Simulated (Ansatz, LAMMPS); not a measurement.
## Structural relaxation of glassy 79B2O3-21CaO (mol %) (83 atoms)

Wanted: the relaxed structure of glassy 79B2O3-21CaO (mol %) (83 atoms) and its electronic structure.

Program: Ansatz 0.2.0. Level of theory: Kohn-Sham DFT, PBE, PAW (set soft_2), plane waves. Results are calculated unless marked as measured.

## (1) The structure

The cell holds 83 atoms: 30 B, 4 Ca and 49 O. Its edges and angles: a = 9.676 Å, b = 9.676 Å, c = 9.676 Å, α = 90.0°, β = 90.0°, γ = 90.0°. 83 atoms (30 B, 4 Ca, 49 O) placed at random at 2.11 g/cm³, melted at 3000 K for 20 ps at fixed volume with the Buckingham and Coulomb pair potential of Guillot and Sator (Geochim. Cosmochim. Acta 71, 1249 (2007)) with the boron terms of Wang et al. (J. Non-Cryst. Solids 498, 294 (2018)). Quenched from 3000 K to 300 K at 100 K/ps and fixed volume, held 10 ps at zero pressure.

What the set-up can't give: The quench rate of 100 K/ps is orders of magnitude faster than experiment, which tends to freeze in extra defects. The network of bonds at the start is that of the classical potential that made the cell. The Brillouin zone is sampled at Γ only, in a cell whose shortest periodic width is 10 Å.

## (2) Single point at the start

The forces at the start show how far the geometry lies from a minimum of this functional.

The input, input.yaml:

```yaml
crystal:
  lattice:
    - [9.67636, 0.0, 0.0]
    - [0.0, 9.67636, 0.0]
    - [0.0, 0.0, 9.67636]
  atoms:
    - { symbol: B, position: [0.94835, 0.25462, 0.74388] }
    - { symbol: B, position: [0.81297, 0.69611, 0.20631] }
    - { symbol: B, position: [0.8941, 0.3144, 0.46618] }
    - { symbol: B, position: [0.4281, 0.80802, 0.4329] }
    [... 73 atom lines left out ...]
    - { symbol: O, position: [0.84772, 0.82814, 0.16643] }
    - { symbol: O, position: [0.51628, 0.41395, 0.42991] }
    - { symbol: O, position: [0.54192, 0.72509, 0.40246] }
    - { symbol: O, position: [0.10252, 0.773, 0.7152] }
    - { symbol: O, position: [0.33171, 0.42715, 0.26974] }
    - { symbol: O, position: [0.79162, 0.59629, 0.1049] }
kpoints:
  mp_grid: { grid: [1, 1, 1] }
hamiltonian:
  xc: pbe
scf:
  occupations: { method: fixed }
output:
  forces: true
  stress: true
  populations: intrinsic
  dos:
    method: { smearing: { sigma: 0.1 } }
    de: 0.1
    projected: { site_lists: { B: [B], Ca: [Ca], O: [O] } }
  eigenvalues: true
```

Launch:

```sh
> ansatz run input.yaml --threads 4 --pin off --max-ram 8192MiB --backend cpu --events-out ev --progress --plain --runs-dir out
```

The job ended after 9.1 s (4 threads of Arm Neoverse V2, shared host; peak memory 1.1 GiB).

Read from the output:

| Quantity | Value |
| --- | --- |
| free energy | -39816.8449 eV |
| free energy per atom | -479.7210 eV/atom |
| SCF cycles | 9 |
| pressure | -5.98 GPa |
| r.m.s. force component | 1.264 eV/Å |
| longest force | 5.106 eV/Å |
| Fermi energy | 4.774 eV |
| gap (highest filled to lowest empty level) | 2.3 eV |

The r.m.s. force component of 1.3 eV/Å and the pressure of -6.0 GPa set the starting point.

Neighbours are counted within 1.83 Å (O-B), 2.88 Å (O-Ca).

Length of the force by element and coordination:

```
element  coordination  atoms  mean length of the force (eV/Å)  spread  least  most
      B           all     30                             2.40    1.06  0.384  5.11
      B             3     22                             2.52    1.03  0.871  5.11
      B             4      8                             2.07    1.07  0.384  3.24
     Ca           all      4                             1.57   0.756  0.614  2.50
      O           all     49                             1.72   0.831  0.310  3.56
      O             2     24                             1.49   0.681  0.411  2.90
      O             3     22                             1.86   0.906  0.310  3.56
      O             4      3                             2.52   0.603   1.98  3.36
```

## (3) Relaxation

With the cell held, the atoms are moved downhill towards a nearby minimum.

input.yaml, the sections that differ from step 2:

```yaml
output:
  forces: true
relax:
  f_tol: 0.03
  max_steps: 200
# crystal, kpoints, hamiltonian, scf: as in step 2
```

It took 2.4 min on 4 threads; peak memory 1 GiB.

The steps of the relaxation (22 of 35):

```
step  energy less that of the first step (eV)  largest force component (eV/Å)
   1                                   0.0000                          4.6815
   3                                  -6.9629                          0.9415
   4                                  -7.7794                          0.4166
   6                                  -8.2766                          0.2496
   7                                  -8.3020                          0.1658
   9                                  -8.3510                          0.1564
  11                                  -8.3654                          0.0905
  12                                  -8.3544                          0.2059
  14                                  -8.3742                          0.0346
  16                                  -8.3712                          0.2093
  17                                  -8.3770                          0.0326
  19                                  -8.3792                          0.0606
  20                                  -8.3804                          0.0588
  22                                  -8.3606                          0.3231
  24                                  -8.3871                          0.2063
  25                                  -8.3910                          0.0945
  27                                  -8.4103                          0.1487
  29                                  -8.4263                          0.2966
  30                                  -8.4555                          0.1566
  32                                  -8.4611                          0.1634
  33                                  -8.4743                          0.0471
  35                                  -8.4781                          0.0167
```

Relaxation steps 10, 12, 16, 22, 24, 31 were tried and not accepted.

The atoms that moved most (Å):

```
atom      dx      dy      dz  length
 O46  -0.853   0.305  -0.346   0.970
 O63   0.834   0.294   0.093   0.890
 O44   0.008  -0.742   0.306   0.803
 O61   0.066  -0.005   0.783   0.786
 O69   0.156   0.070  -0.745   0.764
 O50   0.163  -0.585  -0.461   0.762
 B21   0.707   0.092   0.068   0.717
Ca33  -0.129  -0.239  -0.621   0.678
```

The relaxation changed the energy by -102 meV/atom, and atoms moved by 0.45 Å r.m.s., 0.97 Å at most.

## (4) Distances and neighbours after relaxation

Bonds before and after, by the cutoffs listed below:

```
pair  bonds before  bonds after  mean before (Å)  mean after (Å)  spread before (Å)  spread after (Å)
 O-B            98           98            1.424           1.421              0.043             0.067
O-Ca            28           29            2.499           2.458              0.125             0.153
```

Density 2.33 g/cm³, 10.92 Å³ an atom.

Pair distribution functions g(r), in bins of 0.2 Å:

```
r (Å)  total   O-O   O-B  O-Ca   B-B  B-Ca  Ca-Ca
 1.30   2.79  0.00  6.55  0.00  0.00  0.00   0.00
 1.50   2.29  0.00  5.36  0.00  0.00  0.00   0.00
 1.70   0.04  0.00  0.09  0.00  0.00  0.00   0.00
 1.90   0.00  0.00  0.00  0.00  0.00  0.00   0.00
 2.10   0.02  0.00  0.00  0.39  0.00  0.00   0.00
 2.30   1.14  2.54  0.00  4.38  0.00  0.00   0.00
 2.50   1.66  3.36  0.08  3.46  1.87  0.45   0.00
 2.70   0.57  0.12  0.10  0.49  3.21  1.20   0.00
 2.90   0.58  0.56  0.38  0.44  0.49  3.92   0.00
 3.10   1.02  0.96  1.27  0.20  0.17  3.16   0.00
 3.30   0.98  0.61  1.38  0.69  0.59  1.92   0.00
 3.50   1.18  0.91  1.47  0.89  1.05  1.25   0.00
 3.70   1.36  0.79  2.03  1.35  0.88  0.65   3.25
 3.90   0.99  0.96  1.05  0.85  1.17  0.19   0.00
 4.10   0.88  0.85  0.82  2.07  0.80  0.18   0.00
 4.30   1.03  1.29  0.84  1.19  0.96  0.66   0.00
 4.50   1.10  1.48  0.83  0.55  1.43  0.31   0.00
 4.70   1.12  1.32  0.96  0.83  1.16  1.50   0.00
```

Bonds by pair of elements; cutoffs follow the first minimum of g(r), held within bounds set by covalent radii, and pairs that aren't listed don't count as bonded:

```
pair A-B  cutoff (Å)  bonds  mean length (Å)  spread (Å)  shortest (Å)  B about A  A about B
     O-B        1.83     98             1.42       0.067          1.30          2       3.27
    O-Ca        2.93     29             2.46       0.153          2.19      0.592       7.25
```

How many atoms have how many bonded neighbours:

```
element  mean   2   3  4  7  8
      B  3.27   0  22  8  0  0
     Ca  7.25   0   0  0  3  1
      O  2.59  23  23  3  0  0
```

Bond angles (no mean is given where the spread exceeds 20°):

```
  angle  count  mean (°)  spread (°)
  O-B-O    114       115         6.9
 O-Ca-O     91         -           -
 B-O-Ca     58       100        16.6
  B-O-B     49       141        11.9
Ca-O-Ca      3         -           -
```

Oxygen atoms by the number of network formers (Si, P, Ge, B, Al, As, Ga) bound to them:

```
network formers bound to O  O atoms  per cent
                         0        0         0
                         1        0         0
                         2       49       100
```

Network units: each former by its oxygen neighbours and how many of them bridge to another former:

```
former  O neighbours  bridging O  atoms
     B             3           3     22
     B             4           4      8
```

Bond length by coordination (bonds to H left out):

```
element  coordination  atoms  mean bond length (Å)
      B             3     22                  1.39
      B             4      8                  1.50
     Ca             7      3                  2.46
     Ca             8      1                  2.46
      O             2     23                  1.39
      O             3     23                  1.77
      O             4      3                  2.01
```

Rings of the network by King's shortest-path rule, up to 12 atoms, one path for each pair of neighbours; H, halogens, alkali and alkaline-earth atoms are left out, and the last column divides by all other atoms, bonded or not:

```
ring size (atoms)  rings  per network atom
                8      1             0.013
               10      2             0.025
               12      5             0.063
```

Counting bonds as in the table, 73 % of B atoms have 3, 75 % of Ca atoms have 7 and 47 % of O atoms have 2 and as many 3 bonded neighbours. The O-B-O angle averages 115° with a spread of 7°. 100 % of the oxygens bridge two formers (B) and 0 % are non-bridging. The commonest B unit has 3 oxygens, 3 of them shared with other formers (22 of 30 atoms). Rings of 12 atoms are the most common (62 % of those counted); sizes run from 8 to 12, where the search stops.

## (5) Single point at the relaxed geometry

One more single point at the end of the walk gives the fuller output and checks the residual forces.

The input, input.yaml:

```yaml
crystal:
  lattice:
    - [9.67636, 0.0, 0.0]
    - [0.0, 9.67636, 0.0]
    - [0.0, 0.0, 9.67636]
  atoms:
    - { symbol: B, position: [0.90595, 0.24668, 0.68921] }
    - { symbol: B, position: [0.82732, 0.70708, 0.22032] }
    - { symbol: B, position: [0.88277, 0.32078, 0.42354] }
    - { symbol: B, position: [0.4335, 0.8269, 0.46661] }
    [... 73 atom lines left out ...]
    - { symbol: O, position: [0.89877, 0.80774, 0.1545] }
    - { symbol: O, position: [0.51124, 0.43918, 0.43279] }
    - { symbol: O, position: [0.54008, 0.75178, 0.41278] }
    - { symbol: O, position: [0.06617, 0.79211, 0.67201] }
    - { symbol: O, position: [0.32017, 0.44447, 0.28837] }
    - { symbol: O, position: [0.78961, 0.58552, 0.14355] }
kpoints:
  mp_grid: { grid: [1, 1, 1] }
hamiltonian:
  xc: pbe
scf:
  occupations: { method: fixed }
output:
  forces: true
  stress: true
  populations: true
  dos:
    method: { smearing: { sigma: 0.1 } }
    de: 0.1
    projected: { site_lists: { B: [B], Ca: [Ca], O: [O] } }
  eigenvalues: true
  write_density: true
  write_potential: true
  volumetric_format: npy
  elf: true
```

Run time: 10 s. Hardware: 4 threads; peak memory 1.1 GiB.

Read from the output:

```yaml
free_energy: -39825.3230 eV
free_energy_per_atom: -479.8232 eV/atom
scf_cycles: 9
pressure: -2.519 GPa
r_m_s_force_component: 0.00494 eV/Å
longest_force: 0.01742 eV/Å
fermi_energy: 3.274 eV
spacing_of_highest_filled_and_lowest_empty_level: 4.734 eV
spilling_of_the_projection: 0.009569
```

Löwdin charges by element and coordination (they lack the spilled electrons, 0.049 e an atom on average):

```
element  coordination  atoms  mean charge (e)  spread   least    most
      B           all     30            0.619  0.0385   0.525   0.684
      B             3     22            0.636   0.023   0.590   0.684
      B             4      8            0.573  0.0351   0.525   0.652
     Ca           all      4             1.83  0.0163    1.81    1.85
     Ca             7      3             1.83  0.0183    1.81    1.85
     Ca             8      1             1.84       0    1.84    1.84
      O           all     49           -0.445  0.0652  -0.599  -0.352
      O             2     23           -0.390  0.0213  -0.450  -0.352
      O             3     23           -0.482  0.0417  -0.592   -0.41
      O             4      3           -0.583  0.0115  -0.599  -0.573
```

Density of states as counts of states in windows of 1 eV (from the Fermi level), total and the larger projections:

```
from (eV)  to (eV)  total   O p  B p
      -14      -11    0.0   0.0  0.0
      -11      -10    3.1   2.2  0.2
      -10       -9   18.7  13.3  1.5
       -9       -8   18.4  12.7  3.1
       -8       -7   22.5  15.3  5.6
       -7       -6   26.9  18.3  7.3
       -6       -5   16.2  11.2  4.2
       -5       -4   27.5  20.4  5.4
       -4       -3   32.6  26.9  3.8
       -3       -2   46.9  42.5  2.3
       -2       -1   55.4  52.5  1.2
       -1        0   24.6  23.6  0.5
        0        1    1.1   1.0  0.0
        1        4    0.0   0.0  0.0
        4        5    5.7   0.6  2.4
```

With fixed occupations the program's Fermi level is the highest filled level; weight inside the gap is the broadening of levels at its edges.

Between -26 and -14 eV lie 122 more states.

The levels nearest the highest filled one (over half full), pooled over k-points and spins:

```
level less the highest filled one (eV)  occupation
                                -0.599           2
                                -0.560           2
                                -0.404           2
                                -0.271           2
                                -0.203           2
                                     0           2
                                  4.73           0
                                  4.86           0
                                  4.92           0
                                  5.22           0
                                  5.34           0
                                  5.39           0
```

Mean Löwdin charges: B +0.62, Ca +1.83, O -0.45 e (they miss 0.96 % of the electrons, so they add up to more than the cell's charge). The largest share in the top eV of filled states is O p (97 % of the projected weight), and in the lowest eV of empty states B p (63 % of the projected weight).

## (6) Results

```yaml
energy_change_in_the_relaxation: -102.1 meV/atom
r_m_s_displacement: 0.446 Å
largest_displacement: 0.97 Å
free_energy_per_atom: -479.8232 eV/atom
pressure: -2.519 GPa
r_m_s_force_component: 0.00494 eV/Å
spacing_of_highest_filled_and_lowest_empty_level: 4.734 eV
wall_time_of_the_3_dft_runs: 2.7 min
```

Relaxation lowers the energy by 102 meV/atom and moves atoms by 0.45 Å r.m.s.; the r.m.s. force component goes from 1.3 to 0.0049 eV/Å, the pressure goes from -6.0 to -2.5 GPa, and the gap from 2.30 to 4.73 eV. By the final cutoffs 4 of 126 bonded pairs parted and 5 joined. From the first step to the last the energy fell by 8.478 eV, and the largest move was 0.97 Å (O46). The O-Ca bonds change most in mean length: from 2.499 Å (spread 0.125) to 2.458 Å (spread 0.153), and their number from 28 to 29. Counting bonds as in the table, 73 % of B atoms have 3, 75 % of Ca atoms have 7 and 47 % of O atoms have 2 and as many 3 bonded neighbours. 100 % of the oxygens bridge two formers (B) and 0 % are non-bridging. Between filled and empty levels lie 4.73 eV (at Γ alone); a semilocal functional tends to put such gaps too low. In a disordered cell it changes from sample to sample, and tail or defect levels can set it.

What to keep in mind: The starting topology of bonds comes from the classical model; in DFT 4 of its 126 bonded pairs passed out of the cutoffs and 5 came within them. The pressure of -2.5 GPa means that a free cell would contract at this level.

[Logs are printed without paths, hosts, clocks, repeated set-up lines and the standing remarks that a program may print on its own settings, such as how far it seeks lower states.]

[Hosts, paths, dates, database ids (printed as entryN), source tags and the programs' standing remarks are cut or masked in the printed files.]
